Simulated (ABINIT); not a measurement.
An input for ABINIT 10.8.3 (H6PbCNCl3 (Pm)):

```
acell 3*1.0 Angstrom
rprim 
  5.752832000000 0.000000000000 0.000000000000
  0.000000000000 5.764671000000 0.000000000000
  -0.002604000000 0.000000000000 5.855201000000
ntypat 5
znucl 1 82 6 7 17
natom 12
typat 1 1 1 1 1 1 2 3 4 5 5 5
xred 
  0.879476000000 0.500000000000 0.790423000000
  0.813252000000 0.344072000000 0.047387000000
  0.813252000000 0.655928000000 0.047387000000
  0.229661000000 0.354316000000 0.978538000000
  0.229661000000 0.645684000000 0.978538000000
  0.170957000000 0.500000000000 0.216412000000
  0.473988000000 0.000000000000 0.483874000000
  0.894268000000 0.500000000000 0.976848000000
  0.144932000000 0.500000000000 0.040731000000
  0.427891000000 0.000000000000 0.975558000000
  0.429192000000 0.500000000000 0.520036000000
  0.971826000000 0.000000000000 0.439660000000
pp_dirpath "pseudos"
pseudos "H.upf, Pb.upf, C.upf, N.upf, Cl.upf"
ecut 37
ngkpt 2 2 2
nshiftk 1
shiftk 0 0 0
kptopt 1
chksymbreak 0
istwfk *1
occopt 1
irdwfk 1
optdriver 4
nband 167
gwcalctyp 10
ecutsigx 37
symsigma 1
nkptgw 8
kptgw 
  0.0000000000 0.0000000000 0.0000000000
  0.5000000000 0.0000000000 0.0000000000
  0.0000000000 0.5000000000 0.0000000000
  0.5000000000 0.5000000000 0.0000000000
  0.0000000000 0.0000000000 0.5000000000
  0.5000000000 0.0000000000 0.5000000000
  0.0000000000 0.5000000000 0.5000000000
  0.5000000000 0.5000000000 0.5000000000
bdgw 
  15 36
  15 36
  15 36
  15 36
  15 36
  15 36
  15 36
  15 36
ecuteps 3.8
irdscr 1
ppmodel 1
irdqps 1
indata_prefix "in"
outdata_prefix "out"
tmpdata_prefix "tmp"
```

```sh
OMP_NUM_THREADS=1 mpirun -n 8 abinit run.abi > log
```

How long will it take on 8 MPI ranks of AMD EPYC 7B13 (Zen 3), shared host, and how much memory?

It took 5.4 min; on shared hardware allow 2.7 min to 11 min. Peak host memory was 8.2 GiB.

[Paths, hosts, dates, memory and timing lines, banners, echoed tables and standing remarks are left out of the program output.]

[Logs are printed without paths, hosts, clocks, repeated set-up lines and the standing remarks that a program may print on its own settings, such as how far it seeks lower states.]

[Runs of the session that timed out or met a known fault of the program may be left out.]

[Hosts, paths, dates, database ids (printed as entryN), source tags and the programs' standing remarks are cut or masked in the printed files.]

[G0W0 gaps are taken among the corrected bands and points alone; a level outside them can change the order at an edge.]

[Where Ansatz stands beside ABINIT at settings called matched, ABINIT's density can come from a denser mesh and the files from another edition; pairs whose starting gaps differed by over 0.03 eV were left out, so agreement reads better than it is.]
